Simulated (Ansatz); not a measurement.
# InF (model cell, started as CsCl type): following an unstable mode, part 2 of 2

Wanted: the energy along a soft mode of InF (model cell, started as CsCl type) and the structure at the end.

Ansatz 0.2.0; DFT PBEsol, scalar-relativistic, plane waves, PAW.

So far, highest frequency on the path or at a solved wavevector (cm⁻¹): step 2 (response at finite wavevector) 233. Also lowest frequency on the path (cm⁻¹): step 2 -123.

The structure was built from a prototype and need not be the compound's stable phase.

### Step 5. Energy along the mode, all amplitudes (two of the runs are shown above)

An imaginary frequency means negative curvature, so the energy should fall and then rise again as anharmonic terms take over.

Numbers from this step:

| Quantity | Value |
| --- | --- |
| depth at the lowest point sampled | 32.25 meV/atom |
| largest atomic shift at that point | 0.6 Å |

Energy from the parent against largest atomic shift:

| largest atomic shift (Å) | energy from the parent (meV/atom) |
| --- | --- |
| 0.000 | 0 |
| 0.040 | -0.432 |
| 0.080 | -1.71 |
| 0.140 | -5.05 |
| 0.220 | -11.6 |
| 0.320 | -21.1 |
| 0.450 | -31.2 |
| 0.600 | -32.3 |

Displacement at unit largest shift by atom:

| atom | x (Å) | y (Å) | z (Å) | size |
| --- | --- | --- | --- | --- |
| In1 | 0.00 | -0.17 | 0.00 | 0.17 |
| F2 | 0.00 | 1.00 | 0.00 | 1.00 |

The lowest of the steps tried is the last one, at 0.6 Å, 32.3 meV/atom below the parent; the bottom of the well need not coincide with a step.

### Step 6. Relaxation from the frozen mode

Starting from the lowest point found, all atoms and the cell are let go, so that strain and other modes of the same symmetry can join in.

The input, input.yaml:

```yaml
crystal:
  lattice:
    - [3.271261715, 0.0, 0.0]
    - [0.0, 3.271261715, 0.0]
    - [0.0, 0.0, 3.271261715]
  atoms:
    - { symbol: In, position: [0.0, -0.0303489089, 0.0] }
    - { symbol: F, position: [0.5, 0.6834154685, 0.5] }
kpoints:
  mp_grid: { grid: [16, 16, 16] }
hamiltonian:
  xc: pbesol
scf:
  occupations: { method: methfessel_paxton, width: 0.2 }
output:
  forces: true
  stress: true
  eigenvalues: true
relax:
  adjacent_minimum: "off"
  f_tol: 0.002
  max_steps: 120
  cell: { stress_tol: 0.03 }
```

Started as:

```sh
ansatz run input.yaml --threads 4 --pin off --max-ram 7168MiB --backend cpu --events-out ev --progress --plain --runs-dir out
```

Numbers of over 12 decimals in the logs are rounded to 6 here.

What it wrote:

```text
[...]
Crystal: 2 atoms, lattice volume = 35.006 Å³
Basis set: ecut = 420 eV, 691 PW (Γ), exchange–correlation on 48×48×48 points (8 copies of the dense FFT grid, shifted against one another)
Bands: 14, of which v1, the nominal top of the filled ones, is band 10 counted from 1 (9 counted from 0)
Symmetry: 8 space group operations
[...]
k-points: 405 of 4096 (time reversal used)
[...]
SCF iter   1: F=—  HF=-6325.971147 eV  |F-HF|=—  |Δ(HF+E_count)|=         —  Δρ=1.68e-2  dr2=7.34e-2  ethr=1.77e-3  ⟨swp⟩=5.0  Hψ=26798  notcnv=0
[...]
SCF iter   6: F=-6325.951802 eV  HF=-6325.951802 eV  |F-HF|=7.52e-9  |Δ(HF+E_count)|=   4.03e-8  S|Δr|=    0.00e0  Δρ=5.58e-6  dr2=1.12e-8  ethr=5.00e-10  ⟨swp⟩=4.6  Hψ=19946  notcnv=0
SCF 1 converged in 6 iterations: F = -6325.951802 eV  dr2 = 1.12e-8
[...]
relax step   1: F+E_penalty+E_count = -6325.95180185 eV  Δ(F+E_penalty+E_count) = +0.000e0 eV  max|allowed force component| = 7.711e-2 eV/Å  Δτ_max = 0.0000 Å  P = +3.442 GPa  Ω = 35.006 Å³  (6 SCF iters, dr2 threshold 1.00e-7 eV, accepted)
Crystal: 2 atoms, lattice volume = 38.257 Å³
Basis set: ecut = 420 eV, 743 PW (Γ), exchange–correlation on 48×48×48 points (8 copies of the dense FFT grid, shifted against one another)
[...]
SCF iter   6: F=-6325.974078 eV  HF=-6325.974078 eV  |F-HF|=2.69e-9  |Δ(HF+E_count)|=   2.03e-7  S|Δr|=    0.00e0  Δρ=9.28e-6  dr2=1.59e-8  ethr=1.00e-9  ⟨swp⟩=6.2  Hψ=28032  notcnv=0
SCF 2 converged in 6 iterations: F = -6325.974078 eV  dr2 = 1.59e-8
relax step   2: F+E_penalty+E_count = -6325.97407797 eV  Δ(F+E_penalty+E_count) = -2.228e-2 eV  max|allowed force component| = 6.693e-2 eV/Å  Δτ_max = 0.0481 Å  P = -1.409 GPa  Ω = 38.257 Å³  energy of the carried Pulay correction = -7.632e-3 eV  (6 SCF iters, dr2 threshold 2.00e-7 eV, accepted)
Crystal: 2 atoms, lattice volume = 37.279 Å³
Basis set: ecut = 420 eV, 727 PW (Γ), exchange–correlation on 48×48×48 points (8 copies of the dense FFT grid, shifted against one another)
[...]
SCF iter   5: F=-6325.985399 eV  HF=-6325.985399 eV  |F-HF|=2.71e-8  |Δ(HF+E_count)|=   4.38e-8  S|Δr|=    0.00e0  Δρ=9.74e-6  dr2=3.40e-8  ethr=1.00e-9  ⟨swp⟩=5.4  Hψ=27463  notcnv=0
SCF 3 converged in 5 iterations: F = -6325.985399 eV  dr2 = 3.40e-8
relax step   3: F+E_penalty+E_count = -6325.98539943 eV  Δ(F+E_penalty+E_count) = -1.132e-2 eV  max|allowed force component| = 8.024e-2 eV/Å  Δτ_max = 0.0012 Å  P = -0.721 GPa  Ω = 37.279 Å³  energy of the carried Pulay correction = -5.406e-3 eV  (5 SCF iters, dr2 threshold 2.00e-7 eV, accepted)
[... from here on, the SCF cycles and remarks between the steps are left out ...]
relax step   4: F+E_penalty+E_count = -6326.00856460 eV  Δ(F+E_penalty+E_count) = -2.317e-2 eV  max|allowed force component| = 1.369e-1 eV/Å  Δτ_max = 0.0453 Å  P = -0.092 GPa  Ω = 35.933 Å³  energy of the carried Pulay correction = -2.246e-3 eV  (5 SCF iters, dr2 threshold 2.00e-7 eV, accepted)
relax step   5: F+E_penalty+E_count = -6326.04608135 eV  Δ(F+E_penalty+E_count) = -3.752e-2 eV  max|allowed force component| = 1.787e-1 eV/Å  Δτ_max = 0.1233 Å  P = -0.072 GPa  Ω = 35.092 Å³  energy of the carried Pulay correction = -2.095e-4 eV  (6 SCF iters, dr2 threshold 2.00e-7 eV, accepted)
relax step   6: F+E_penalty+E_count = -6326.07679705 eV  Δ(F+E_penalty+E_count) = -3.072e-2 eV  max|allowed force component| = 5.129e-2 eV/Å  Δτ_max = 0.1922 Å  P = -0.330 GPa  Ω = 35.076 Å³  energy of the carried Pulay correction = -1.716e-4 eV  (6 SCF iters, dr2 threshold 2.00e-7 eV, accepted)
relax step   7: F+E_penalty+E_count = -6326.08387608 eV  Δ(F+E_penalty+E_count) = -7.079e-3 eV  max|allowed force component| = 5.566e-3 eV/Å  Δτ_max = 0.0521 Å  P = +0.312 GPa  Ω = 35.008 Å³  energy of the carried Pulay correction = -4.625e-6 eV  (5 SCF iters, dr2 threshold 2.00e-7 eV, accepted)
relax step   8: F+E_penalty+E_count = -6326.08365958 eV  Δ(F+E_penalty+E_count) = +2.165e-4 eV  max|allowed force component| = 6.369e-4 eV/Å  Δτ_max = 0.0070 Å  P = -0.001 GPa  Ω = 35.178 Å³  energy of the carried Pulay correction = -4.199e-4 eV  (4 SCF iters, dr2 threshold 2.00e-7 eV, accepted)
relax step   9: F+E_penalty+E_count = -6326.09683447 eV  Δ(F+E_penalty+E_count) = -1.317e-2 eV  max|allowed force component| = 9.253e-4 eV/Å  Δτ_max = 0.0000 Å  P = +0.540 GPa  Ω = 35.178 Å³  stress off target by 8.86e-1 GPa  SCF on the basis re-selected at this cell (its energy is not comparable with the rows above)  (6 SCF iters)
relax step  10: F+E_penalty+E_count = -6326.09718962 eV  Δ(F+E_penalty+E_count) = -3.552e-4 eV  max|allowed force component| = 7.899e-5 eV/Å  Δτ_max = 0.0011 Å  P = +0.119 GPa  Ω = 35.366 Å³  energy of the carried Pulay correction = -4.151e-4 eV  (4 SCF iters, dr2 threshold 2.00e-7 eV, accepted)
relax step  11: F+E_penalty+E_count = -6326.09705455 eV  Δ(F+E_penalty+E_count) = +1.351e-4 eV  max|allowed force component| = 1.127e-4 eV/Å  Δτ_max = 0.0001 Å  P = +0.000 GPa  Ω = 35.431 Å³  energy of the carried Pulay correction = -5.781e-4 eV  (4 SCF iters, dr2 threshold 6.45e-8 eV, accepted)
[...]
SCF iter   5: F=-6326.097656 eV  HF=-6326.097656 eV  |F-HF|=3.64e-12  |Δ(HF+E_count)|=  1.55e-10  S|Δr|=    0.00e0  Δρ=2.06e-7  dr2=4.54e-12  ethr=1.00e-12  ⟨swp⟩=6.1  Hψ=26981  notcnv=0
SCF 12 converged in 5 iterations: F = -6326.097656 eV  dr2 = 4.54e-12
relax step  12: F+E_penalty+E_count = -6326.09765599 eV  Δ(F+E_penalty+E_count) = -6.014e-4 eV  max|allowed force component| = 1.181e-4 eV/Å  Δτ_max = 0.0000 Å  P = +0.006 GPa  Ω = 35.431 Å³  stress off target by 1.68e-2 GPa  SCF on the basis re-selected at this cell (its energy is not comparable with the rows above)  (5 SCF iters)
[...]
SCF converged after 5 iterations
[...]
Free energy (F): -6326.097656 eV
[...]
Internal energy: -6326.098570 eV  (E = F + TS)
E sigma→0 (E₀):  -6326.097885 eV
Entropy (-TS):   0.000914 eV (0.457 meV/atom)
Fermi energy:    8.084175 eV
[...]
--- Forces (eV/Å), atoms counted from 1 ---
  atom   1  In     0.00000000    -0.00011740    -0.00000000
  atom   2  F     -0.00000000     0.00011873    -0.00000000
  max |Σ_I F_I| component: 1.33e-6 eV/Å
--- Stress (GPa, compression-positive) ---
        0.016766       0.000000      -0.000000
        0.000000      -0.015038       0.000000
       -0.000000       0.000000       0.016766
  P = ⅓ Tr σ = 0.0062 GPa (0.062 kbar)
--- Band table (eV; the first three rows and the last of 405) ---
  k-point 0: bands = [... 6 lower, 1.8676, 2.8569, 2.8569, 4.4342, 14.9626, 14.9626, 15.7709, 19.7095]
  k-point 1: bands = [... 6 lower, 1.6907, 2.8803, 3.0702, 4.4384, 14.2625, 14.9340, 16.3363, 19.8239]
  k-point 2: bands = [... 6 lower, 1.3608, 2.9472, 3.5105, 4.4506, 13.2204, 14.8517, 17.0063, 19.8705]
  k-point 404: bands = [... 6 lower, 2.4023, 2.4023, 3.1772, 8.9854, 9.2858, 14.5863, 14.5863, 14.7341]
--- Relaxed structure (10 steps of the walk, 10 accepted, 2 SCFs on fresh bases) ---
  F+E_penalty+E_count = -6326.09765599 eV   max|allowed force component| = 1.181e-4 eV/Å   (the final SCF, on the basis selected at the relaxed cell)
  cell:  # Å, volume = 35.4313 Å³
    - [3.506554, 0, 0]
    - [0, 2.881548, 0.0]
    - [0, 0.0, 3.506554]
  atoms:
    - { symbol: In, position: [0, -0.173417, 0.0] }
    - { symbol: F, position: [0.5, 0.826484, 0.5] }
```

Elapsed: 50 s, on 4 threads of Arm Neoverse V2, shared host; peak memory 0.55 GiB; 3.2 min of CPU time.

Step by step:

| step | energy less that of the first step (eV) | largest force component (eV/Å) | pressure (GPa) | volume (Å³) |
| --- | --- | --- | --- | --- |
| 1 | 0.0000 | 0.0771 | 3.44 | 35.01 |
| 2 | -0.0223 | 0.0669 | -1.41 | 38.26 |
| 3 | -0.0336 | 0.0802 | -0.72 | 37.28 |
| 4 | -0.0568 | 0.1369 | -0.09 | 35.93 |
| 5 | -0.0943 | 0.1787 | -0.07 | 35.09 |
| 6 | -0.1250 | 0.0513 | -0.33 | 35.08 |
| 7 | -0.1321 | 0.0056 | 0.31 | 35.01 |
| 8 | -0.1319 | 0.0006 | 0.00 | 35.18 |
| 9* | -0.1450 | 0.0009 | 0.54 | 35.18 |
| 10 | -0.1454 | 0.0001 | 0.12 | 35.37 |
| 11 | -0.1453 | 0.0001 | 0.00 | 35.43 |
| 12* | -0.1459 | 0.0001 | 0.01 | 35.43 |

Relaxation steps marked * repeat the geometry before them on a plane-wave basis chosen anew for their cell, so energy and pressure can jump there.

Forces are held to the 8 operations that the run works with; a distortion that breaks them can't arise in this run.

| cell as run | before | after | change |
| --- | --- | --- | --- |
| a (Å) | 3.271 | 3.507 | +7.2 % |
| b (Å) | 3.271 | 2.882 | -11.9 % |
| c (Å) | 3.271 | 3.507 | +7.2 % |
| volume (Å³/atom) | 17.50 | 17.72 | +1.2 % |

The atoms that moved most (Å, as changes of fractional coordinates times the final cell):

| atom | dx | dy | dz | length |
| --- | --- | --- | --- | --- |
| In1 | 0.000 | -0.412 | 0.000 | 0.412 |
| F2 | 0.000 | 0.412 | 0.000 | 0.412 |

The relaxed structure:

```
In F
1.0
     3.50655    0.00000    0.00000
     0.00000    2.88155    0.00000
     0.00000    0.00000    3.50655
In F
1 1
Direct
  0.00000 0.82658 0.00000
  0.50000 0.82648 0.50000
```

This step gave:

| Quantity | Value |
| --- | --- |
| pressure | 0.006165 GPa |
| volume per atom | 17.72 Å³ |

The distorted start has space group P4mm; the relaxation ends in P4/mmm.

### Step 7. The new phase in its own primitive cell

The relaxed structure is symmetrised, reduced to its primitive cell and relaxed tightly, as its phonons need.

input.yaml, the sections that differ from step 6:

```yaml
crystal:
  lattice:
    - [3.5065540901, 0.0, 0.0]
    - [0.0, 3.5065540901, 0.0]
    - [0.0, 0.0, 2.8815484397]
  atoms:
    - { symbol: In, position: [0.0, 0.0, 0.0] }
    - { symbol: F, position: [0.5, 0.5, 0.0] }
kpoints:
  mp_grid: { grid: [12, 12, 14] }
relax:
  adjacent_minimum: "off"
  f_tol: 0.001
  max_steps: 60
  cell: { stress_tol: 0.01 }
# hamiltonian, scf, output: as in step 6
```

What it wrote:

```text
[...]
Crystal: 2 atoms, lattice volume = 35.431 Å³
Basis set: ecut = 420 eV, 701 PW (Γ), exchange–correlation on 48×48×40 points (8 copies of the dense FFT grid, shifted against one another)
Bands: 14, of which v1, the nominal top of the filled ones, is band 10 counted from 1 (9 counted from 0)
Symmetry: 16 space group operations
[...]
k-points: 224 of 2016
[...]
k-point 223: bands = [... 6 lower, 2.3987, 2.3987, 3.1771, 8.9837, 9.2783, 14.5825, 14.5825, 14.7297]
--- Relaxed structure (3 steps of the walk, 3 accepted, 1 SCFs on fresh bases) ---
[...]
cell:  # Å, volume = 35.4395 Å³
    - [3.506162, 0, 0.0]
    - [0, 3.506162, 0.0]
    - [0.0, 0.0, 2.882863]
  atoms:
    - { symbol: In, position: [0, 0, 0.0] }
    - { symbol: F, position: [0.5, 0.5, 0.0] }
[key lines of the parts left out:]
SCF converged after 5 iterations
Free energy (F): -6326.098207 eV
Fermi energy:    8.081579 eV
P = ⅓ Tr σ = 0.0009 GPa (0.009 kbar)
```

The job ended after 4.8 s (4 threads; peak memory 0.41 GiB; 18 s of CPU time).

Little changed from the start: no atom moved by 0.005 Å and no cell edge by 0.1 %.

Numbers from this step:

| Property | Result |
| --- | --- |
| pressure | 9.05e-4 GPa |

The forces vanish by symmetry and the pressure is 0.001 GPa, within the tolerances set. The cell now holds 17.72 Å³/atom.

### Step 8. Modes of the new phase, k-mesh 12×12×14

A relaxed structure may still be a saddle point, so its zone-centre modes are computed. No field response is asked, since the mesh shows no gap.

input.yaml, the sections that differ from step 7:

```yaml
crystal:
  lattice:
    - [3.506161565, 0.0, 0.0]
    - [0.0, 3.506161565, 0.0]
    - [0.0, 0.0, 2.8828634598]
  atoms:
    - { symbol: In, position: [0.0, 0.0, 0.0] }
    - { symbol: F, position: [0.5, 0.5, 0.0] }
output:
  eigenvalues: true
phonons:
  method: dfpt
# kpoints, hamiltonian, scf: as in step 7
# relax: removed
```

What it wrote:

```text
zone centre: on kpoints.mp_grid the ground state, and the responses unless they are solved on pairs of k-points, stand on 392 of the mesh's 2016 k-points, reduced under 8 symmetry operations, with k and −k counted as one. Each operation leaves every solved displacement unchanged or reverses it
[...]
Crystal: 2 atoms, lattice volume = 35.440 Å³
Basis set: ecut = 420 eV, 701 PW (Γ), exchange–correlation on 48×48×40 points (8 copies of the dense FFT grid, shifted against one another)
Bands: 14, of which v1, the nominal top of the filled ones, is band 10 counted from 1 (9 counted from 0)
Symmetry: 16 space group operations
k-points: 392 of 2016 (irreducible under 8 space group operations)
[...]
SCF iter   1: F=—  HF=-6326.134399 eV  |F-HF|=—  |Δ(HF+E_count)|=         —  Δρ=2.08e-2  dr2=1.33e-1  ethr=1.77e-3  ⟨swp⟩=5.0  Hψ=27205  notcnv=0
[...]
SCF iter   9: F=-6326.098207 eV  HF=-6326.098207 eV  |F-HF|=9.09e-13  |Δ(HF+E_count)|=  1.82e-12  S|Δr|=    0.00e0  Δρ=2.68e-8  dr2=1.51e-13  ethr=1.00e-12  ⟨swp⟩=5.0  Hψ=21889  notcnv=0
SCF 1 converged in 9 iterations: F = -6326.098207 eV  dr2 = 1.51e-13
[...]
DFPT response loops at Γ: preconditioner auto → Kerker (q_TF=auto, 2.480 Å⁻¹) (partly filled bands, converged f_vac=0.000); β = 1.00, the filter's whole step (`scf.mixing.beta` (0.50) is not read by the response loops under this deck's `scf.mixing.preconditioner`; to damp them name `kerker` or `kerker_dos`, under which they read `scf.mixing.beta`, and type it under 1.00, their step now; both keys bind the ground state too); Broyden in place of MSR1
SCF converged after 9 iterations
[...]
Free energy (F): -6326.098207 eV
[...]
Internal energy: -6326.098760 eV  (E = F + TS)
E sigma→0 (E₀):  -6326.098346 eV
Entropy (-TS):   0.000552 eV (0.276 meV/atom)
Fermi energy:    8.081579 eV
[...]
--- Band table (eV; the first three rows and the last of 392) ---
  k-point 0: bands = [... 6 lower, 1.8667, 2.8551, 2.8551, 4.4309, 14.9643, 14.9643, 15.7705, 19.7025]
  k-point 1: bands = [... 6 lower, 1.9184, 2.8708, 2.8708, 4.3932, 15.0711, 15.0711, 15.8429, 18.2223]
  k-point 2: bands = [... 6 lower, 2.0613, 2.9143, 2.9143, 4.3119, 15.3862, 15.3862, 16.0606, 16.2264]
  k-point 391: bands = [... 6 lower, 2.3987, 2.3987, 3.1771, 8.9837, 9.2783, 14.5825, 14.5825, 14.7297]
--- Phonons (Γ-DFPT): 4 representative perturbations + reference, on 392 of 2016 k-points (Σ response iterations 13) ---
  k mesh reduced under 8 symmetry operations, with k and −k counted as one. Each operation leaves every solved displacement unchanged or reverses it
  ASR residual: 2.990e-4 → 0.000e0 eV/Å²; symmetrization residual: 2.075e-6 eV/Å²
  ASR residual per site (eV/Å²): 1.50e-5 2.99e-4
  Γ frequencies (cm⁻¹): 0.00 0.00 0.00 40.19 40.19 82.83
  non-analytic LO–TO correction: not included (Born effective charges unavailable; polar crystals: no LO–TO splitting at Γ)
```

Elapsed: 15 s, on 4 threads; peak memory 0.84 GiB; 56 s of CPU time.

Numbers from this step:

* sum-rule residual before enforcement: 2.99e-4 eV/Å²
* point group: 4/mmm
* highest optical mode at the zone centre (no LO-TO term): 82.83 cm⁻¹
* lowest optical zone-centre mode: 40.19 cm⁻¹

Patterns of degenerate modes are one choice out of their space. The modes at Γ (shares of kinetic energy by element, %):

| mode | frequency (cm⁻¹) | symmetry | In % | F % |
| --- | --- | --- | --- | --- |
| 1 | 0.0 | acoustic | 86 | 14 |
| 2 | 0.0 | acoustic | 86 | 14 |
| 3 | 0.0 | acoustic | 86 | 14 |
| 4 | 40.2 | Eu | 14 | 86 |
| 5 | 40.2 | Eu | 14 | 86 |
| 6 | 82.8 | A2u | 14 | 86 |

Displacements in mode 4 (40.2 cm⁻¹), the largest set to 1:
```
In1  0.00 -0.17  0.00
F2   0.00  1.00  0.00
```

Displacements in mode 6 (82.8 cm⁻¹), the largest set to 1:
```
In1  0.00  0.00 -0.17
F2   0.00  0.00  1.00
```

Before it was imposed, the acoustic sum rule was missed by 3.0e-4 eV/Å². Small misses are needed for a sound result but don't prove that mesh and cutoff are converged. The lowest optical mode is real, 40.2 cm⁻¹.

### Step 9. Results

| Property | Result |
| --- | --- |
| unstable mode of the parent | q = (0, 0, 0), 115i cm⁻¹ |
| depth at the lowest point sampled | 32.3 meV/atom |
| largest atomic shift at that point | 0.6 Å |
| space group reached (within 0.01 Å) | P4/mmm |
| energy gained over the parent (first relaxation, on the mesh of the frozen mode) | 105 meV/atom |
| volume per atom, phase reached | 17.7 Å³ |
| lowest optical zone-centre mode, phase reached | 40.2 cm⁻¹ |
| highest optical mode at the zone centre (no LO-TO term), phase reached | 82.8 cm⁻¹ |

**Reading.** Along this mode the structure falls into P4/mmm, 105 meV/atom below the parent. At the parent's cell the well is 32.25 meV/atom deep on the steps tried, with its lowest point at a shift of 0.6 Å. That is the last step tried, so the steps alone don't bracket the bottom of the well. Relaxing atoms and cell changes the gain by +73.06 meV/atom against the lowest step (energies at zero smearing). Most of the total comes from this relaxation. The new phase has no imaginary mode at the zone centre of its cell; other wavevectors were not checked. Of the 4 patterns followed to their end from this parent, this one reaches the lowest energy. Each path keeps the symmetry of its pattern, so a lower phase may lie along a pattern not tried. With no gap, or one that is small against the smearing, the frequencies hang on the k mesh and the smearing, most of all near Kohn anomalies. A phonon run warned that its eigensolver left some bands unconverged in a pass. The starting cell was built on a prototype and not taken from a measurement, so the phase need not exist.

[Logs are printed without paths, hosts, clocks, repeated set-up lines and the standing remarks that a program may print on its own settings, such as how far it seeks lower states.]

[Hosts, paths, dates, database ids (printed as entryN), source tags and the programs' standing remarks are cut or masked in the printed files.]
